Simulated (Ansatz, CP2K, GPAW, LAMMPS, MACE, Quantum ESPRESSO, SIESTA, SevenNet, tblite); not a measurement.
## Finding the fault: GPAW, liquid (Rb,Li,Na)Br at 1000 K (90 atoms)

Program: GPAW 26.7.0, a calculation on a cell of 12 Rb, 10 Li, 23 Na and 45 Br, 36.7 Å³ an atom.

The input, run.py:

```python
import numpy as np
from ase.io import read
from gpaw import GPAW, FermiDirac

atoms = read("structure.xyz")
atoms.calc = GPAW(
    mode="lcao",
    basis="tzp",
    h=0.2,
    xc="PBE",
    kpts={"size": (1, 1, 1), "gamma": True},
    occupations=FermiDirac(0.05),
    maxiter=60,
    symmetry={"point_group": False},
    txt="gpaw.txt",
)
energy = atoms.get_potential_energy(force_consistent=True)
forces = atoms.get_forces()
print(f"energy {energy:.6f} eV")
print("forces (eV/A)")
for i, (a, f) in enumerate(zip(atoms, forces)):
    print(f"{i:4d} {a.symbol:2s} {f[0]:10.5f} {f[1]:10.5f} {f[2]:10.5f}")
print(f"Fermi level {atoms.calc.get_fermi_level():.4f} eV")
for k in range(len(atoms.calc.get_ibz_k_points())):
    for s in range(atoms.calc.get_number_of_spins()):
        e = atoms.calc.get_eigenvalues(kpt=k, spin=s)
        n = np.searchsorted(e, atoms.calc.get_fermi_level())
        print(f"k {k} spin {s} levels about the Fermi level:", np.round(e[max(n - 6, 0):n], 4).tolist(), "|", np.round(e[n:n + 6], 4).tolist())
```

The input, structure.xyz:

```xyz
90
Lattice="14.88690 0.00000 0.00000 0.00000 14.88690 0.00000 0.00000 0.00000 14.88690" Properties=species:S:1:pos:R:3 pbc="T T T"
Rb 0.71919 7.08572 13.99622
Rb 5.24302 8.39696 14.58484
Rb 8.35006 12.31936 10.88634
Rb 10.89900 5.05380 8.93601
Rb 11.46946 9.39378 14.61000
Rb 4.56983 5.39338 10.61719
Rb 4.53827 0.09736 4.42215
Rb 11.96103 4.66913 0.14306
Rb 6.75180 5.58125 6.03634
Rb 0.75253 5.35646 3.32990
[... 76 atom lines left out ...]
Br 7.28848 4.50016 9.21261
Br 1.82513 2.35139 3.46716
Br 14.28785 5.31939 11.79921
Br 13.31261 10.51417 5.95759
```

Command:

```sh
$ OMP_NUM_THREADS=1 python run.py > output.txt
```

Log:

```text
FileNotFoundError: Could not find required basis set file "Rb.tzp.basis".
You need to set the GPAW_SETUP_PATH environment variable to point to
the directories where PAW dataset and basis files are stored.  See
for details.
```

gpaw.txt:

```text
Input parameters:
  mode=LCAO(),
  basis={'default': 'tzp'},
  h=0.2,
  kpts=MonkhorstPack(size=(1, 1, 1), gamma=True),
  maxiter=60,
  occupations=Occupations(name='fermi-dirac', width=0.05, fixmagmom=False),
  symmetry=Symmetry(point_group=False),
  xc=XC(name='PBE')
timing:  # [seconds]
  Total: 0.024  # ━━━━━━━━━━━━━━━━━━━━━━━━━━━━━━━━━━━━━━━━━━━━━━━━━━━━━━━━━━━
  Init:  0.006  # ━━━━━━━━━━━━━━╸
```

Wall time 1.1 s (1 thread of Arm Neoverse V2, shared host); peak memory 0.17 GiB.

Banners, paths, timers and routine set-up lines are dropped from the logs unmarked, and long logs keep their key lines alone; longer cuts are marked.

Q: Find the fault and mend it.

A basis that isn't there: basis tzp. The sound run has basis dzp.

The program stopped at the start.

[Also dropped from logs without a mark: logging warnings of Python, and SIESTA's first energy breakdown and zero terms.]

[Logs are printed without paths, hosts, clocks, repeated set-up lines and the standing remarks that a program may print on its own settings, such as how far it seeks lower states.]

[Hosts, paths, dates, database ids (printed as entryN), source tags and the programs' standing remarks are cut or masked in the printed files.]
